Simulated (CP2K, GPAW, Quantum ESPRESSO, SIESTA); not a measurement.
# Which run comes nearest? C(110) slab, H on the bottom face (210 atoms)

The cell holds 210 atoms: 180 C and 30 H. Cell: a = 12.611 Å, b = 10.701 Å, c = 19.196 Å, α = 90.0°, β = 90.0°, γ = 90.0°. It derives from C (diamond-structure). Diamond-structure C (a = 3.567 Å), (110) slab of 6 atomic planes, 5 x 3 surface cells, H on the broken bonds of the bottom face, 12 Å of vacuum; displaced by a Gaussian of 0.02 Å. Then every atom was moved at random, 0.03 Å r.m.s. a Cartesian component (hydrogen 0.6 of that). Regions: slab, 180 atoms (180 C); hydrogen, 30 atoms (30 H). Vacuum lies along c.

Geometry: as built.

The reference, a calculation:

* method: Kohn-Sham DFT, PBE, SSSP efficiency 1.3.0 pseudopotentials, plane waves (Quantum ESPRESSO 7.5); sssp-pbe-1.3.0-efficiency, cutoffs 60/480 Ry, Γ point
* r.m.s. force component: 1.725 eV/Å
* longest force: 6.143 eV/Å
* gap (highest filled to lowest empty level): 0.5489 eV
* time: 55 min on 1 thread of Arm Neoverse V2, shared host
* CPU time: 55 min

Q: Estimate the differences from the reference, the CPU time and the memory of each run.
- SIESTA PBE, DZ, shift 0.01 Ry, mesh 300 Ry (SIESTA 5.4.2; 2 MPI ranks)
- CP2K PBE, DZVP-MOLOPT-SR, 225/50 Ry, diagonalisation (CP2K 2026.2; 4 MPI ranks)
- SIESTA PBE, DZP, shift 0.01 Ry, mesh 300 Ry (SIESTA 5.4.2; 4 MPI ranks)
- CP2K PBE, SZV-MOLOPT-SR, 450/50 Ry, diagonalisation (CP2K 2026.2; 2 threads)
- CP2K PBE, DZVP-MOLOPT-SR, 450/50 Ry, diagonalisation (CP2K 2026.2; 4 MPI ranks)
- SIESTA PBE, DZP, shift 0.04 Ry, mesh 300 Ry (SIESTA 5.4.2; 4 MPI ranks)
- QE PBE, sssp-1.3.0-efficiency, 35/280 Ry (Quantum ESPRESSO 7.5; 4 MPI ranks)
- SIESTA PBE, SZP, shift 0.01 Ry, mesh 300 Ry (SIESTA 5.4.2; 4 MPI ranks)
- GPAW PBE, LCAO dzp, h 0.2 Å, other mixer settings (GPAW 26.7.0; 4 MPI ranks)
- CP2K PBE, DZVP-MOLOPT-SR, 450/20 Ry, diagonalisation (CP2K 2026.2; 4 MPI ranks)

Differences are against the plane-wave reference, forces as r.m.s. over components; share is that over the reference's r.m.s. force, slope the least-squares factor from reference forces to these. Total energies of different programs have different zeros and aren't compared.

```csv
run,"Δ force, r.m.s. (meV/Å)",share (%),slope,Δ gap (eV),cores,CPU time,memory (GiB)
reference,-,-,-,-,1,55 min,16
"SIESTA PBE, DZ, shift 0.01 Ry, mesh 300 Ry (coarse)",233,13.5,1.067,0.0055,2,4.2 min,1.5
"CP2K PBE, DZVP-MOLOPT-SR, 225/50 Ry, diagonalisation (coarse)",44.5,2.58,1.014,-0.0119,4,19 min,3.6
"SIESTA PBE, DZP, shift 0.01 Ry, mesh 300 Ry",200,11.6,1.034,-0.0283,4,16 min,3.1
"CP2K PBE, SZV-MOLOPT-SR, 450/50 Ry, diagonalisation (coarse)",549,31.8,1.267,-0.0571,2,7.4 min,4.8
"CP2K PBE, DZVP-MOLOPT-SR, 450/50 Ry, diagonalisation",34.6,2.00,1.014,-0.0121,4,21 min,6.6
"SIESTA PBE, DZP, shift 0.04 Ry, mesh 300 Ry (coarse)",114,6.59,1.020,-,4,7.9 min,2.3
"QE PBE, sssp-1.3.0-efficiency, 35/280 Ry (coarse)",12.3,0.715,0.998,-2.0e-4,4,32 min,7.5
"SIESTA PBE, SZP, shift 0.01 Ry, mesh 300 Ry (coarse)",631,36.6,1.052,-0.0961,4,9.2 min,2.5
"GPAW PBE, LCAO dzp, h 0.2 Å, other mixer settings",168,9.72,1.024,-0.0216,4,23 min,4.3
"CP2K PBE, DZVP-MOLOPT-SR, 450/20 Ry, diagonalisation (coarse)",36.9,2.14,1.013,-0.0126,4,15 min,6.6
```

Rows marked coarse were listed beforehand as settings not expected to be converged; some can still land near the reference.

CPU time is summed over cores on a shared host, where runs went side by side, so it is rough. Symmetry, cutoffs, thresholds, outputs and thread counts weren't matched or tuned between programs; memory under MPI is the largest rank's times the ranks.

The PBE runs in local orbitals, coarse settings apart, differ by 2.0 % (CP2K PBE, DZVP-MOLOPT-SR, 450/50 Ry, diagonalisation) to 12 % (SIESTA PBE, DZP, shift 0.01 Ry, mesh 300 Ry); basis, grid and potentials can all enter. Runs with settings chosen to be coarse differ by 0.71 % (QE PBE, sssp-1.3.0-efficiency, 35/280 Ry) to 37 % (SIESTA PBE, SZP, shift 0.01 Ry, mesh 300 Ry), their programs' other errors included. Of the electronic-structure runs that take under half the reference's CPU time, CP2K PBE, DZVP-MOLOPT-SR, 450/50 Ry, diagonalisation comes nearest, at 2.0 % in 21 min against 55 min. CP2K PBE, SZV-MOLOPT-SR, 450/50 Ry, diagonalisation stiffens the forces by a factor of 1.27 while following their directions (correlation 0.991); the slopes of the 4 CP2K runs lie between 1.01 and 1.27. The runs have no spin polarisation, so any moments at edges, vacancies or dangling bonds can't form. The electronic-structure runs sample only Γ, in a cell whose shortest periodic width is 11 Å.

[Logs are printed without paths, hosts, clocks, repeated set-up lines and the standing remarks that a program may print on its own settings, such as how far it seeks lower states.]

[Hosts, paths, dates, database ids (printed as entryN), source tags and the programs' standing remarks are cut or masked in the printed files.]
